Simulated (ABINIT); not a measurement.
# Quasiparticle gap of H (I4/mmm) in ABINIT

Aim: the G0W0 gap of H (I4/mmm) on PBEsol, step by step.

Method: PBEsol and many-body steps on it, plane waves, in ABINIT 10.8.3.

## (1) Set-up

It takes space group I4/mmm (No. 139, tetragonal). The conventional cell has a = 4.318 Å, b = 4.318 Å, c = 3.707 Å, α = 90.00°, β = 90.00°, γ = 90.00°. Nearest to H lie 1 H at 0.74 Å.

The cell and positions are those that the Materials Project relaxed with its own functionals (PBE, PBE+U or r2SCAN), kept fixed.

## (2) Ground state

This step: ABINIT 10.8.3; DFT, PBEsol, plane waves, norm-conserving pseudopotentials.

The ground-state density comes first.

Input file run.abi:

```
acell 3*1.0 Angstrom
rprim 
  -2.159025810000 2.159025810000 1.853359060000
  2.159025810000 -2.159025810000 1.853359060000
  2.159025810000 2.159025810000 -1.853359060000
ntypat 1
znucl 1
natom 2
typat 1 1
xred 
  0.899945560000 0.899945560000 0.000000000000
  0.100054440000 0.100054440000 0.000000000000
pp_dirpath "pseudos"
pseudos "H.upf"
ecut 32
ngkpt 8 8 8
nshiftk 1
shiftk 0 0 0
kptopt 1
chksymbreak 0
nband 6
occopt 1
tolvrs 1e-10
nstep 60
prtwf 0
optforces 0
optstress 0
indata_prefix "in"
outdata_prefix "out"
tmpdata_prefix "tmp"
```

Started as:

```console
OMP_NUM_THREADS=1 mpirun -n 4 abinit run.abi > log
```

Numbers of over 12 decimals in the logs are rounded to 6 here.

Output:

```text
.Version 10.8.3 of ABINIT. v10.8.2 released Aug 2026.

 Symmetries : space group I4/m m m (#139); Bravais tI (body-center tetrag.)
================================================================================
 Values of the parameters that define the memory need of the present run
     intxc =       0    ionmov =       0      iscf =       7    lmnmax =       3
     lnmax =       3     mgfft =      36  mpssoang =       2    mqgrid =    3001
     natom =       2  nloc_mem =       1    nspden =       1   nspinor =       1
    nsppol =       1      nsym =      16    n1xccc =       0    ntypat =       1
    occopt =       1   xclevel =       2
-    mband =           6        mffmem =           1         mkmem =          15
       mpw =        2029          nfft =       46656          nkpt =          59
================================================================================
  Rough estimation (10% accuracy) of disk space for files :
================================================================================

--------------------------------------------------------------------------------
------------- Echo of variables that govern the present computation ------------
--------------------------------------------------------------------------------
 -outvars: echo values of preprocessed input variables --------
            acell      1.8897261259E+00  1.8897261259E+00  1.8897261259E+00 Bohr

      chksymbreak           0
             ecut      3.20000000E+01 Hartree
-          fftalg         312

              ixc     -116133
              kpt      0.00000000E+00  0.00000000E+00  0.00000000E+00
                       1.25000000E-01  0.00000000E+00  0.00000000E+00
                       2.50000000E-01  0.00000000E+00  0.00000000E+00
                       3.75000000E-01  0.00000000E+00  0.00000000E+00
                       5.00000000E-01  0.00000000E+00  0.00000000E+00
                       1.25000000E-01  1.25000000E-01  0.00000000E+00
                       2.50000000E-01  1.25000000E-01  0.00000000E+00
                       3.75000000E-01  1.25000000E-01  0.00000000E+00
                       5.00000000E-01  1.25000000E-01  0.00000000E+00
   [... 39 further rows ...]
                       5.00000000E-01  5.00000000E-01  2.50000000E-01
                      -3.75000000E-01  5.00000000E-01  2.50000000E-01
                       outvar_i_n : Printing only first  50 k-points.
         kptrlatt        8    0    0      0    8    0      0    0    8
          kptrlen      5.39977256E+01
P           mkmem          15
            natom           2
            nband           6
            ngfft          36      36      36
             nkpt          59
            nstep          60
             nsym          16
           ntypat           1
              occ      2.000000  0.000000  0.000000  0.000000  0.000000  0.000000
        optforces           0
        optstress           0
            prtwf           0
            rprim     -2.1590258100E+00  2.1590258100E+00  1.8533590600E+00
[...]
spgroup         139

           tolvrs      1.00000000E-10

             xred      8.9994556000E-01  8.9994556000E-01 -3.2122723544E-18
[...]
znucl        1.00000

================================================================================

 chkinp: Checking input parameters for consistency.

================================================================================
== DATASET  1 ==================================================================
-   mpi_nproc: 4, omp_nthreads: 1 (-1 if OMP is not activated)

--- !DatasetInfo
iteration_state: {dtset: 1, }
dimensions: {natom: 2, nkpt: 59, mband: 6, nsppol: 1, nspinor: 1, nspden: 1, mpw: 2029, }
cutoff_energies: {ecut:  32.0, pawecutdg:  -1.0, }
electrons: {nelect:   2.00000000E+00, charge:   0.00000000E+00, occopt:   1.00000000E+00, tsmear:   1.00000000E-02, }

 Real(R)+Recip(G) space primitive vectors, cartesian coordinates (Bohr,Bohr^-1):
 R(1)= -4.0799675  4.0799675  3.5023410  G(1)=  0.0000000  0.1225500  0.1427617
 R(2)=  4.0799675 -4.0799675  3.5023410  G(2)=  0.1225500  0.0000000  0.1427617
 R(3)=  4.0799675  4.0799675 -3.5023410  G(3)=  0.1225500  0.1225500  0.0000000
 Unit cell volume ucvol=  2.3320176E+02 bohr^3
 Angles (23,13,12)=  1.05619281E+02  1.05619281E+02  1.17484728E+02 degrees

 getcut: wavevector=  0.0000  0.0000  0.0000  ngfft=  36  36  36
         ecut(hartree)=     32.000   => boxcut(ratio)=   2.09487

--- Pseudopotential description ------------------------------------------------
- H Generated using ONCVPSP code by D. R. Hamann
-  1.00000   1.00000  180301                  znucl, zion, pspdat
12 -116133 1 -1 1180                          pspcod,pspxc,lmax,lloc,mmax
     nproj     2     1
  pspatm : epsatm=    0.35585368
         --- l  ekb(1:nproj) -->
             0   -1.674911   -0.523609
             1   -0.494138
 pspatm: atomic psp has been read  and splines computed

   1.42341470E+00                                ecore*ucvol(ha*bohr**3)
--------------------------------------------------------------------------------

_setup2: Arith. and geom. avg. npw (full set) are    2016.381    2016.367

================================================================================

--- !BeginCycle
iteration_state: {dtset: 1, }
solver: {iscf: 7, nstep: 60, nline: 4, wfoptalg: 0, }
tolerances: {tolvrs: 1.00E-10, }

     iter   Etot(hartree)      deltaE(h)  residm     vres2
 ETOT  1  -1.140296    -1.140E+00 1.198E-02 7.362E+01
 ETOT  2  -1.147400    -7.104E-03 7.461E-05 3.785E+00
 ETOT  3  -1.147435    -3.460E-05 4.847E-05 3.101E-01
 ETOT  4  -1.147439    -4.145E-06 2.757E-05 4.804E-03
 ETOT  5  -1.147439    -6.965E-08 1.615E-05 6.870E-05
 ETOT  6  -1.147439    -7.610E-10 8.895E-06 1.260E-06
 ETOT  7  -1.147439    -7.249E-12 5.019E-06 6.602E-08
 ETOT  8  -1.147439    -6.408E-13 2.742E-06 9.760E-10
 ETOT  9  -1.147439     1.599E-14 1.539E-06 2.664E-11

 At SCF step    9       vres2   =  2.66E-11 < tolvrs=  1.00E-10 =>converged.

--- !ResultsGS
iteration_state: {dtset: 1, }
comment   : Summary of ground state results
lattice_vectors:
- [ -4.0799675,   4.0799675,   3.5023410, ]
- [  4.0799675,  -4.0799675,   3.5023410, ]
- [  4.0799675,   4.0799675,  -3.5023410, ]
lattice_lengths: [   6.74972,    6.74972,    6.74972, ]
lattice_angles: [105.619, 105.619, 117.485, ] # degrees, (23, 13, 12)
lattice_volume:   2.3320176E+02
convergence: {deltae:  1.599E-14, res2:  2.664E-11, residm:  1.539E-06, diffor:  0.000E+00, }
etotal    :  -1.14743899E+00
entropy   :   0.00000000E+00
fermie    :  -3.27132083E-01
cartesian_stress_tensor: null
pressure_GPa: null
xred      :
- [  8.9995E-01,   8.9995E-01,  -3.2123E-18,  H]
- [  1.0005E-01,   1.0005E-01,  -3.5714E-19,  H]
cartesian_forces: null
force_length_stats: {min: null, max: null, mean: null, }

 Integrated electronic density in atomic spheres:
 ------------------------------------------------
 Atom  Sphere_radius  Integrated_density
    1        2.00000          1.49016409
    2        2.00000          1.49016409
================================================================================

 ----iterations are completed or convergence reached----

 Mean square residual over all n,k,spin=   52.467E-10; max=  15.394E-07
 reduced coordinates (array xred) for    2 atoms
       0.899945560000      0.899945560000     -0.000000000000
       0.100054440000      0.100054440000     -0.000000000000
 rms dE/dt=  0.0000E+00; max dE/dt=  0.0000E+00; dE/dt below (all hartree)
    1       0.000000000000      0.000000000000      0.000000000000
    2       0.000000000000      0.000000000000      0.000000000000

 cartesian coordinates (angstrom) at end:
    1     -0.000000     0.000000     3.335845
    2     -0.000000    -0.000000     0.370874
 length scales=  1.889726125908  1.889726125908  1.889726125908 bohr
              =  1.000000000000  1.000000000000  1.000000000000 angstroms
 prteigrs : about to open file out_EIG
 Fermi (or HOMO) energy (hartree) =  -0.32713   Average Vxc (hartree)=  -0.15907
 Eigenvalues (hartree) for nkpt=  59  k points:
 kpt#   1, nband=  6, wtk=  0.00195, kpt=  0.0000  0.0000  0.0000 (reduced coord)
  -0.36881    0.10771    0.26006    0.39869    0.39869    0.48380
 prteigrs : prtvol=0 or 1, do not print more k-points.

--- !EnergyTerms
iteration_state     : {dtset: 1, }
comment             : Components of total free energy in Hartree
kinetic             :  1.09823837846109E+00
hartree             :  4.62748105897285E-01
xc                  : -6.67194485327908E-01
Ewald energy        : -2.05833199613737E-01
psp_core            :  6.10379052992845E-03
local_psp           : -1.64697654108797E+00
non_local_psp       : -1.94525042051798E-01
total_energy        : -1.14743899319311E+00
total_energy_eV     : -3.12234056374772E+01
band_energy         : -6.81874575089944E-01

== END DATASET(S) ==============================================================
================================================================================

 -outvars: echo values of variables after computation  --------
           etotal     -1.1474389932E+00
            nband           6
             nkpt          59
          spgroup         139
 [... the other variables as echoed above ...]

 Calculation completed.
```

Run time: 5.1 s. Hardware: 4 MPI ranks of Arm Neoverse V1, shared host; peak memory 0.27 GiB; 20 s of CPU time.

This step gave:

```
total energy               : -31.22 eV
gap                        : 9.439 eV
k of the valence top       : 0.5, 0.5, 0.5
k of the conduction bottom : 0.5, 0, 0
least direct gap           : 9.657 eV
```

The gap is indirect, with the least direct gap 0.22 eV higher.

## (3) Bands along the symmetry lines

The cheap functional maps the bands first; the places of the edges decide which points the dearer methods must see.

Input file run.abi:

```
acell 3*1.0 Angstrom
rprim 
  -2.159025810000 2.159025810000 1.853359060000
  2.159025810000 -2.159025810000 1.853359060000
  2.159025810000 2.159025810000 -1.853359060000
ntypat 1
znucl 1
natom 2
typat 1 1
xred 
  0.899945560000 0.899945560000 0.000000000000
  0.100054440000 0.100054440000 0.000000000000
pp_dirpath "pseudos"
pseudos "H.upf"
ecut 32
iscf -2
irdden 1
kptopt 0
nkpt 67
kpt 
  0.00000000 0.00000000 0.00000000
  0.00000000 0.00000000 0.06250000
  0.00000000 0.00000000 0.12500000
  0.00000000 0.00000000 0.18750000
  0.00000000 0.00000000 0.25000000
  0.00000000 0.00000000 0.31250000
  0.00000000 0.00000000 0.37500000
  0.00000000 0.00000000 0.43750000
  -0.00000000 0.00000000 0.50000000
  -0.06250000 0.06250000 0.50000000
  -0.12500000 0.12500000 0.50000000
  -0.18750000 0.18750000 0.50000000
  -0.25000000 0.25000000 0.50000000
  -0.31250000 0.31250000 0.50000000
  -0.37500000 0.37500000 0.50000000
  -0.43750000 0.43750000 0.50000000
  -0.50000000 0.50000000 0.50000000
  -0.43750000 0.43750000 0.43750000
  -0.37500000 0.37500000 0.37500000
  -0.31250000 0.31250000 0.31250000
  -0.25000000 0.25000000 0.25000000
  -0.18750000 0.18750000 0.18750000
  -0.12500000 0.12500000 0.12500000
  -0.06250000 0.06250000 0.06250000
  0.00000000 0.00000000 0.00000000
  0.05427785 0.05427785 -0.05427785
  0.10855571 0.10855571 -0.10855571
  0.16283357 0.16283357 -0.16283357
  0.21711142 0.21711142 -0.21711142
  0.27138927 0.27138927 -0.27138927
  0.32566713 0.32566713 -0.32566713
  0.37994499 0.37994499 -0.37994499
  0.43422284 0.43422284 -0.43422284
  -0.43422284 0.56577716 0.43422284
  -0.44244499 0.55755502 0.44244499
  -0.45066713 0.54933287 0.45066713
  -0.45888927 0.54111073 0.45888927
  -0.46711142 0.53288858 0.46711142
  -0.47533357 0.52466643 0.47533357
  -0.48355571 0.51644429 0.48355571
  -0.49177785 0.50822214 0.49177785
  -0.50000000 0.50000000 0.50000000
  0.00000000 0.00000000 0.50000000
  0.03125000 0.03125000 0.46875000
  0.06250000 0.06250000 0.43750000
  0.09375000 0.09375000 0.40625000
  0.12500000 0.12500000 0.37500000
  0.15625000 0.15625000 0.34375000
  0.18750000 0.18750000 0.31250000
  0.21875000 0.21875000 0.28125000
  0.25000000 0.25000000 0.25000000
  0.21875000 0.28125000 0.21875000
  0.18750000 0.31250000 0.18750000
  0.15625000 0.34375000 0.15625000
  0.12500000 0.37500000 0.12500000
  0.09375000 0.40625000 0.09375000
  0.06250000 0.43750000 0.06250000
  0.03125000 0.46875000 0.03125000
  0.00000000 0.50000000 0.00000000
  0.00000000 0.43750000 0.00000000
  0.00000000 0.37500000 0.00000000
  0.00000000 0.31250000 0.00000000
  0.00000000 0.25000000 0.00000000
  0.00000000 0.18750000 0.00000000
  0.00000000 0.12500000 0.00000000
  0.00000000 0.06250000 0.00000000
  0.00000000 0.00000000 0.00000000
istwfk *1
nband 8
nbdbuf 2
tolwfr 1e-08
nstep 40
prtwf 0
prtvol 0
indata_prefix "in"
outdata_prefix "out"
tmpdata_prefix "tmp"
```

Output:

```text
.Version 10.8.3 of ABINIT. v10.8.2 released Aug 2026.

 Symmetries : space group I4/m m m (#139); Bravais tI (body-center tetrag.)
[... echo of the input left out ...]
== DATASET  1 ==================================================================
-   mpi_nproc: 4, omp_nthreads: 1 (-1 if OMP is not activated)

--- !DatasetInfo
iteration_state: {dtset: 1, }
dimensions: {natom: 2, nkpt: 67, mband: 8, nsppol: 1, nspinor: 1, nspden: 1, mpw: 2041, }
cutoff_energies: {ecut:  32.0, pawecutdg:  -1.0, }
electrons: {nelect:   2.00000000E+00, charge:   0.00000000E+00, occopt:   1.00000000E+00, tsmear:   1.00000000E-02, }

 Real(R)+Recip(G) space primitive vectors, cartesian coordinates (Bohr,Bohr^-1):
 R(1)= -4.0799675  4.0799675  3.5023410  G(1)=  0.0000000  0.1225500  0.1427617
 R(2)=  4.0799675 -4.0799675  3.5023410  G(2)=  0.1225500  0.0000000  0.1427617
 R(3)=  4.0799675  4.0799675 -3.5023410  G(3)=  0.1225500  0.1225500  0.0000000
 Unit cell volume ucvol=  2.3320176E+02 bohr^3
 Angles (23,13,12)=  1.05619281E+02  1.05619281E+02  1.17484728E+02 degrees

 getcut: wavevector=  0.0000  0.0000  0.0000  ngfft=  36  36  36
         ecut(hartree)=     32.000   => boxcut(ratio)=   2.09487

--- Pseudopotential description ------------------------------------------------
- H Generated using ONCVPSP code by D. R. Hamann
-  1.00000   1.00000  180301                  znucl, zion, pspdat
12 -116133 1 -1 1180                          pspcod,pspxc,lmax,lloc,mmax
     nproj     2     1
  pspatm : epsatm=    0.35585368
         --- l  ekb(1:nproj) -->
             0   -1.674911   -0.523609
             1   -0.494138
 pspatm: atomic psp has been read  and splines computed

--------------------------------------------------------------------------------

================================================================================
 prteigrs : about to open file out_EIG
 Non-SCF case, kpt    1 (  0.00000  0.00000  0.00000), residuals and eigenvalues=
  4.47E-09  3.94E-09  4.71E-09  3.05E-09  5.25E-09  1.58E-09  1.15E-08  1.27E-07
 -3.6881E-01  1.0771E-01  2.6006E-01  3.9869E-01  3.9869E-01  4.8380E-01
  5.1186E-01  5.6599E-01
 Non-SCF case, kpt    2 (  0.00000  0.00000  0.06250), residuals and eigenvalues=
  2.53E-10  7.52E-10  2.72E-09  9.79E-10  6.86E-09  2.66E-09  8.53E-09  7.63E-07
 -3.6796E-01  1.0554E-01  2.5776E-01  3.7934E-01  3.9973E-01  5.0121E-01
  5.0560E-01  5.5199E-01
 Non-SCF case, kpt    3 (  0.00000  0.00000  0.12500), residuals and eigenvalues=
  6.34E-09  6.04E-10  1.25E-09  2.02E-09  8.30E-09  3.31E-09  7.98E-08  1.86E-05
 -3.6550E-01  9.9196E-02  2.5153E-01  3.4445E-01  4.0255E-01  4.9050E-01
[...]
Non-SCF case, kpt   66 (  0.00000  0.06250  0.00000), residuals and eigenvalues=
[...]
-3.6769E-01  1.0316E-01  2.6093E-01  3.8773E-01  3.9848E-01  4.9310E-01
  5.0598E-01  5.3875E-01
 Non-SCF case, kpt   67 (  0.00000  0.00000  0.00000), residuals and eigenvalues=
[...]
-3.6881E-01  1.0771E-01  2.6006E-01  3.9869E-01  3.9869E-01  4.8380E-01
  5.1186E-01  5.6599E-01

--- !ResultsGS
iteration_state: {dtset: 1, }
comment   : Summary of ground state results
lattice_vectors:
- [ -4.0799675,   4.0799675,   3.5023410, ]
- [  4.0799675,  -4.0799675,   3.5023410, ]
- [  4.0799675,   4.0799675,  -3.5023410, ]
lattice_lengths: [   6.74972,    6.74972,    6.74972, ]
lattice_angles: [105.619, 105.619, 117.485, ] # degrees, (23, 13, 12)
lattice_volume:   2.3320176E+02
convergence: {deltae:  0.000E+00, res2:  0.000E+00, residm:  9.937E-09, diffor:  0.000E+00, }
etotal    :  -1.14743899E+00
entropy   :   0.00000000E+00
fermie    :  -3.27132083E-01
cartesian_stress_tensor: null
pressure_GPa: null
xred      :
- [  8.9995E-01,   8.9995E-01,  -3.2123E-18,  H]
- [  1.0005E-01,   1.0005E-01,  -3.5714E-19,  H]
cartesian_forces: null
force_length_stats: {min: null, max: null, mean: null, }

 Integrated electronic density in atomic spheres:
 ------------------------------------------------
 Atom  Sphere_radius  Integrated_density
    1        2.00000          1.49016409
    2        2.00000          1.49016409
================================================================================

 ----iterations are completed or convergence reached----

 Mean square residual over all n,k,spin=   31.497E-10; max=  99.370E-10
 reduced coordinates (array xred) for    2 atoms
       0.899945560000      0.899945560000     -0.000000000000
       0.100054440000      0.100054440000     -0.000000000000

 cartesian coordinates (angstrom) at end:
    1     -0.000000     0.000000     3.335845
    2     -0.000000    -0.000000     0.370874
 length scales=  1.889726125908  1.889726125908  1.889726125908 bohr
              =  1.000000000000  1.000000000000  1.000000000000 angstroms
 prteigrs : about to open file out_EIG
 Eigenvalues (hartree) for nkpt=  67  k points:
 kpt#   1, nband=  8, wtk=  1.00000, kpt=  0.0000  0.0000  0.0000 (reduced coord)
[...]
kpt#   2, nband=  8, wtk=  1.00000, kpt=  0.0000  0.0000  0.0625 (reduced coord)
[...]
kpt#   3, nband=  8, wtk=  1.00000, kpt=  0.0000  0.0000  0.1250 (reduced coord)
[...]
kpt#  66, nband=  8, wtk=  1.00000, kpt=  0.0000  0.0625  0.0000 (reduced coord)
  -0.36769    0.10316    0.26093    0.38773    0.39848    0.49310    0.50598    0.53875
 kpt#  67, nband=  8, wtk=  1.00000, kpt=  0.0000  0.0000  0.0000 (reduced coord)
  -0.36881    0.10771    0.26006    0.39869    0.39869    0.48380    0.51186    0.56599

== END DATASET(S) ==============================================================
================================================================================

 -outvars: echo values of variables after computation  --------
            nband           8
             nkpt          67
          spgroup         139
 [... the other variables as echoed above ...]

 Calculation completed.
```

The job ended after 3.2 s (4 MPI ranks; peak memory 0.25 GiB).

This step gave:

| Quantity | Value |
| --- | --- |
| gap | 9.437 eV |
| k of the valence top | 0.4342, 0.4342, -0.4342 |
| k of the conduction bottom | 0, 0.5, 0 |
| least direct gap | 9.657 eV |

The gap is 9.437 eV, −0.002 eV from the run before at this level.

The electronic bands at the labelled points (eV, zero at the top of the highest filled band; v1 is the highest filled band, c1 the lowest empty one):

| point | v1 | c1 | c2 | c3 | c4 |
| --- | --- | --- | --- | --- | --- |
| Γ | -1.14 | 11.83 | 15.98 | 19.75 | 19.75 |
| halfway | -0.82 | 10.99 | 15.27 | 16.58 | 20.03 |
| X | -0.45 | 10.05 | 14.72 | 15.25 | 19.99 |
| halfway | -0.24 | 11.01 | 13.77 | 13.96 | 18.22 |
| M | 0.00 | 13.10 | 13.15 | 13.15 | 15.16 |
| halfway | -0.54 | 11.11 | 14.40 | 15.09 | 17.91 |
| Γ | -1.14 | 11.83 | 15.98 | 19.75 | 19.75 |
| halfway | -0.44 | 9.82 | 16.48 | 16.48 | 18.24 |
| Z | 0.00 | 12.05 | 13.33 | 13.33 | 15.35 |
| jump to Z0 | 0.00 | 12.05 | 13.33 | 13.33 | 15.35 |
| halfway | 0.00 | 12.75 | 13.19 | 13.19 | 15.21 |
| M | 0.00 | 13.10 | 13.15 | 13.15 | 15.16 |
| jump to X | -0.45 | 10.05 | 14.72 | 15.25 | 19.99 |
| halfway | -0.31 | 10.72 | 11.71 | 16.08 | 18.92 |
| P | -0.16 | 10.46 | 12.74 | 12.74 | 21.21 |
| halfway | -0.19 | 9.82 | 13.49 | 14.23 | 19.21 |
| N | -0.22 | 9.44 | 14.88 | 16.28 | 16.93 |
| halfway | -0.71 | 10.50 | 15.65 | 17.81 | 18.25 |
| Γ | -1.14 | 11.83 | 15.98 | 19.75 | 19.75 |

The electronic bands as a text plot (rows in eV, shown from -1.1 to 15.4 only; labels by their first letter):

```
   15.1 |   +++++++    +    +++         +   ++   +       ++++
   14.4 |       +++        ++            +        +   +++
   13.7 |          ++     ++              ++  +    +  +
   13.0 |            +++++                  ++ +    ++
   12.3 |            +  ++                  +   +  +
   11.6 |+++        +     +    +++++              +            ++
   10.9 |   ++     +       ++++     +     ++     ++           +
   10.3 |     +++++                  +   +    +++  +++      ++
    9.6 |                             +++             ++++++
    8.9 |
    8.2 |
    7.5 |
    6.8 |
    6.1 |
    5.4 |
    4.7 |
    4.0 |
    3.4 |
    2.7 |
    2.0 |
    1.3 |
    0.6 |
   -0.1 |        ***********          **********************
   -0.8 |********           **********                      *****
         Γ      X      M         Γ         ZM|X    P     N      Γ
```

[end of part 1 of 2]

[Paths, hosts, dates, memory and timing lines, banners, echoed tables and standing remarks are left out of the program output.]

[Logs are printed without paths, hosts, clocks, repeated set-up lines and the standing remarks that a program may print on its own settings, such as how far it seeks lower states.]

[Runs of the session that timed out or met a known fault of the program may be left out.]

[Hosts, paths, dates, database ids (printed as entryN), source tags and the programs' standing remarks are cut or masked in the printed files.]

[G0W0 gaps are taken among the corrected bands and points alone; a level outside them can change the order at an edge.]

[Where Ansatz stands beside ABINIT at settings called matched, ABINIT's density can come from a denser mesh and the files from another edition; pairs whose starting gaps differed by over 0.03 eV were left out, so agreement reads better than it is.]
